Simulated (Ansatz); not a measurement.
# AlGePb: relaxing a made-up structure, part 2 of 2

This structure for AlGePb is made up. Its elements were placed in a known structure type with a cell scaled to their sizes. What cell does the guess relax to, and how far off was it?

Ansatz 0.2.0; DFT, PBEsol, plane-wave PAW, files of the set soft_1, scalar-relativistic, no spin, cell and ions relaxed at zero pressure; PAW set soft_1 (the session's first sound run).

So far: Starting point; Relaxation of the guess. The relaxed cell has a = 4.290, c = 4.444 Å (conventional setting).

### 3. Electronic structure of the relaxed cell

With the geometry fixed, one more self-consistent run, with a narrower smearing and the mesh shown in its input, gives the bands, and its pressure, and its forces where symmetry allows any, show how far the geometry depends on these settings.

This step: DFT, PBEsol, plane-wave PAW, files of the set soft_1, scalar-relativistic, no spin, bands and density of states at the relaxed cell; PAW set soft_1 (Ansatz 0.2.0).

Input file input.yaml:

```yaml
crystal:
  lattice:
    - [4.2896883588, 0.0, 0.0]
    - [-2.1448441794, 3.714979093, 0.0]
    - [0.0, 0.0, 4.4441352733]
  atoms:
    - { symbol: Pb, position: [0.0, 0.0, 0.0] }
    - { symbol: Ge, position: [0.3333333333, 0.6666666667, 0.5] }
    - { symbol: Al, position: [0.6666666667, 0.3333333333, 0.5] }
kpoints:
  mp_grid: { grid: [8, 8, 8] }
  band_path:
    path:
      - [[0.0, 0.0, 0.0], [0.5, 0.0, 0.0], [0.33333333, 0.33333333, 0.0], [0.0, 0.0, 0.0], [0.0, 0.0, 0.5], [0.5, 0.0, 0.5], [0.33333333, 0.33333333, 0.5], [0.0, 0.0, 0.5]]
      - [[0.5, 0.0, 0.5], [0.5, 0.0, 0.0]]
      - [[0.33333333, 0.33333333, 0.0], [0.33333333, 0.33333333, 0.5]]
    npoints: 8
scf:
  occupations: { method: fermi_dirac, width: 0.03 }
  n_extra_bands: 7
hamiltonian:
  xc: pbesol
  pseudopotentials: { kind: paw, azcp: { folder: soft_1 }, xc_functional: pbe }
output:
  forces: true
  stress: true
  write_bands: true
  dos: { projected: true }
  write_density: true
  write_potential: true
  elf: true
  volumetric_format: npy
```

Started as:

```
$ ansatz run input.yaml --threads 4 --pin off --max-ram 8192MiB --backend cpu --events-out ev --progress --plain --runs-dir out
```

Numbers of over 12 decimals in the logs are rounded to 6 here.

The log of the run:

```text
[...]
Crystal: 3 atoms, lattice volume = 70.822 Å³
Basis set: ecut = 420 eV, 1413 PW (Γ), exchange–correlation on 60×60×60 points (8 copies of the dense FFT grid, shifted against one another)
Bands: 23, of which v1, the nominal top of the filled ones, is band 16 counted from 1 (15 counted from 0)
Symmetry: 12 space group operations
[...]
k-points: 50 of 512 (time reversal used)
[...]
SCF iter   1: F=—  HF=-16535.644821 eV  |F-HF|=—  |Δ(HF+E_count)|=         —  Δρ=3.86e-2  dr2=2.73e0  ethr=3.10e-3  ⟨swp⟩=7.2  Hψ=6278  notcnv=0
[...]
SCF iter   9: F=-16534.694528 eV  HF=-16534.694528 eV  |F-HF|=7.62e-9  |Δ(HF+E_count)|=   2.57e-8  Δρ=2.64e-6  dr2=7.14e-9  ethr=3.23e-10  ⟨swp⟩=15.6  Hψ=9688  notcnv=0
SCF 1 converged in 9 iterations: F = -16534.694528 eV  dr2 = 7.14e-9
[...]
NSCF: frozen V_eff on 75 k-points
SCF converged after 9 iterations
Free energy (F): -16534.694528 eV
[...]
Internal energy: -16534.690746 eV  (E = F + TS)
E sigma→0 (E₀):  -16534.692637 eV
Entropy (-TS):   -0.003782 eV (-1.261 meV/atom)
Fermi energy:    9.310403 eV
[...]
--- Stress (GPa, compression-positive) ---
        0.006923       0.000000       0.000000
       -0.000000       0.006923       0.000000
        0.000000       0.000000      -0.109546
  P = ⅓ Tr σ = -0.0319 GPa (-0.319 kbar)
--- Band table (eV; the first three rows and the last of 50) ---
  k-point 0: bands = [... 12 lower, 6.1830, 8.0032, 8.0032, 9.6788, 9.6788, 9.6884, 12.6710, 14.8486, ... 3 higher]
  k-point 1: bands = [... 12 lower, 6.7655, 8.0394, 8.0394, 9.7932, 9.8023, 9.8023, 12.9505, 14.3363, ... 3 higher]
  k-point 2: bands = [... 12 lower, 7.8135, 8.1266, 8.1266, 10.0503, 10.1763, 10.1763, 13.2628, 13.9237, ... 3 higher]
  k-point 49: bands = [... 12 lower, 3.5162, 4.6954, 5.6299, 6.8128, 11.8298, 14.1429, 14.2332, 15.0719, ... 3 higher]
```

Elapsed: 5.2 s, on 4 threads of Intel Xeon Platinum 8259CL at 2.50GHz (Skylake/Cascade Lake), shared host; peak memory 0.52 GiB; 19 s of CPU time.

Numbers from this step:

```
free energy             : -16534.6945 eV
energy at zero smearing : -16534.6926 eV
smearing term TS        : 0.003782 eV
Fermi energy            : 9.310 eV
pressure                : -0.03190 GPa
```

bands.tsv at the labelled points (eV, zero at the Fermi level; the bands that come nearest the Fermi level along the path):

| point | band 12 | band 13 | band 14 | band 15 | band 16 | band 17 | band 18 | band 19 |
| --- | --- | --- | --- | --- | --- | --- | --- | --- |
| Γ | -6.20 | -3.13 | -1.31 | -1.31 | 0.37 | 0.37 | 0.38 | 3.36 |
| M | -8.84 | -4.53 | -3.23 | -0.66 | 0.15 | 0.31 | 1.59 | 3.55 |
| K | -9.01 | -6.63 | -1.58 | 0.11 | 0.63 | 0.67 | 1.45 | 1.63 |
| Γ | -6.20 | -3.13 | -1.31 | -1.31 | 0.37 | 0.37 | 0.38 | 3.36 |
| A | -9.65 | -1.06 | -1.06 | 0.04 | 0.75 | 2.11 | 2.11 | 2.76 |
| L | -8.37 | -6.26 | -4.19 | -2.20 | -0.80 | 0.47 | 0.91 | 6.41 |
| H | -8.17 | -5.61 | -5.00 | -3.46 | -2.93 | 3.20 | 4.89 | 5.06 |
| A | -9.65 | -1.06 | -1.06 | 0.04 | 0.75 | 2.11 | 2.11 | 2.76 |
| L | -8.37 | -6.26 | -4.19 | -2.20 | -0.80 | 0.47 | 0.91 | 6.41 |
| M | -8.84 | -4.53 | -3.23 | -0.66 | 0.15 | 0.31 | 1.59 | 3.55 |
| K | -9.01 | -6.63 | -1.58 | 0.11 | 0.63 | 0.67 | 1.45 | 1.63 |
| H | -8.17 | -5.61 | -5.00 | -3.46 | -2.93 | 3.20 | 4.89 | 5.06 |

Counts of states for the cell as run, both spins, by energy window (eV from the Fermi level):

```csv
from,to,total
-8,-7,0.52
-7,-6,0.21
-6,-5,0.97
-5,-4,0.67
-4,-3,1.29
-3,-2,1.65
-2,-1,1.36
-1,0,0.95
0,1,1.54
1,2,1.77
2,3,1.62
3,4,1.88
4,5,1.78
```

Below -8 eV lie 23.4 more states.

Valence density in the ab plane at fractional z = 0.500, with atoms of Ge and Al within 0.2 Å of it. It is the smooth field of the valence electrons, not physical close to the nuclei.

Values in e/Å³, 14 rows by 14 columns, each cell a mean:
```
 0  0  0  0  0  0  0  0  0  0  0  0  0  0
 0  0  0  0  0  1  1  1  0  0  0  0  0  0
 0  0  0  1  2  5  4  1  0  0  0  0  0  0
 0  0  1  3 15 23 10  1  0  0  0  0  0  0
 0  0  1  9 32 28  7  1  0  0  0  0  0  0
 0  1  2  9 17  8  2  1  0  0  0  0  0  0
 0  1  1  3  3  1  1  0  0  0  0  0  0  0
 0  0  1  1  1  0  0  0  0  0  0  0  0  0
 0  0  0  0  0  0  0  0  0  0  0  0  0  0
 0  0  0  0  0  0  0  0  0  0  0  0  0  0
 0  0  0  0  0  0  0  0  0  0  0  0  0  0
 0  0  0  0  0  0  0  0  0  0  0  0  0  0
 0  0  0  0  0  0  0  0  0  0  0  0  0  0
 0  0  0  0  0  0  0  0  0  0  0  0  0  0
```
Columns run along a (4.3 Å), rows up along b (4.3 Å). Atoms in or near the plane, at fractional coordinates: Ge at (0.33, 0.67), Al at (0.67, 0.33).

Electrostatic potential energy in the ab plane at fractional z = 0.500, with atoms of Ge and Al within 0.2 Å of it. With pseudopotentials it is smooth inside the atoms' cores, unlike the true potential.

Ten even steps from '_' (-14 eV) to '@' (12 eV), each cell a mean:
```
@@@@@@@@%%**++++##%%@@@@@@@@
@@@@@@##==..__::++%%@@@@@@@@
@@@@##--________==%%@@@@@@@@
@@##--__......__==%%@@@@@@@@
%%**____....__..**%%%%##%%%%
##==____..____++##**++==++##
**==________==**++::::::--++
##++--::--**##==::++##==::++
%%##########**::++@@@@==--**
@@@@@@@@%%##==--%%@@##::==%%
@@@@@@@@%%**----****----##@@
@@@@@@@@%%**--::::::==##%%@@
@@@@@@@@%%##**====**##@@@@@@
@@@@@@@@@@%%##**##%%@@@@@@@@
```
Columns run along a (4.3 Å; values clipped at the 3rd and 97th percentile), rows up along b (4.3 Å). Atoms in or near the plane, at fractional coordinates: Ge at (0.33, 0.67), Al at (0.67, 0.33).

ELF in the ab plane at fractional z = 0.500, with atoms of Ge and Al within 0.2 Å of it. It is the smooth field of the valence electrons, not physical close to the nuclei.

Ten even steps from '_' (0.06) to '@' (0.84), each cell a mean:
```
____..==**########**--..____
__..--++++++++++++++--..____
::--++++--::::==++++--......
==++++--::::..==++**==::::--
##**==::==--::++####++====**
%%##==....::==##%%%%++==**%%
@@##==----++##@@@@**::::##@@
%%**++++++##@@@@**..__..##@@
##**++++**%%@@**..--....##@@
++======++****..__==__::****
::::::::--==--..____..--==--
______..--==++++++++++==::..
______..--**%%@@@@%%++--..__
______::++%%@@@@@@##==::____
```
Columns run along a (4.3 Å), rows up along b (4.3 Å). Atoms in or near the plane, at fractional coordinates: Ge at (0.33, 0.67), Al at (0.67, 0.33).

### 4. What came out

```yaml
space_group_relaxed: P-6m2
conventional_cell: a = 4.290, b = 4.290, c = 4.444 Å; α = 90.0°, β = 90.0°, γ = 120.0°
volume_per_atom: 23.61 Å³ (guess 20.59)
```

**Reading.** AlGePb relaxes to P-6m2 with a = 4.290, b = 4.290 and c = 4.444 Å. The guessed volume was 13 % too small. The space group P-6m2 was held in the relaxation, so the end point is a stationary structure within it and may be a saddle against distortions or other arrangements. Bands cross the Fermi level, so it is a metal or semimetal at this level. The electron count is odd, which forces that without spin polarisation or a larger cell. On the 8×8×8 mesh with the narrower smearing (relaxed on 8×8×6) the forces vanish, as symmetry may demand, and the largest stress component is 0.110 GPa, against the relaxation's thresholds of 0.015 eV/Å and 0.05 GPa. The cutoff wasn't tested. A vector of the cell changed its length by 8 %, more than the volume shows. Spin-orbit coupling is left out, which can matter for elements this heavy. No dispersion term is used, so weakly bound directions may come out too long. Nothing here tests whether the compound is stable against decomposition.

[Logs are printed without paths, hosts, clocks, repeated set-up lines and the standing remarks that a program may print on its own settings, such as how far it seeks lower states.]

[Hosts, paths, dates, database ids (printed as entryN), source tags and the programs' standing remarks are cut or masked in the printed files.]
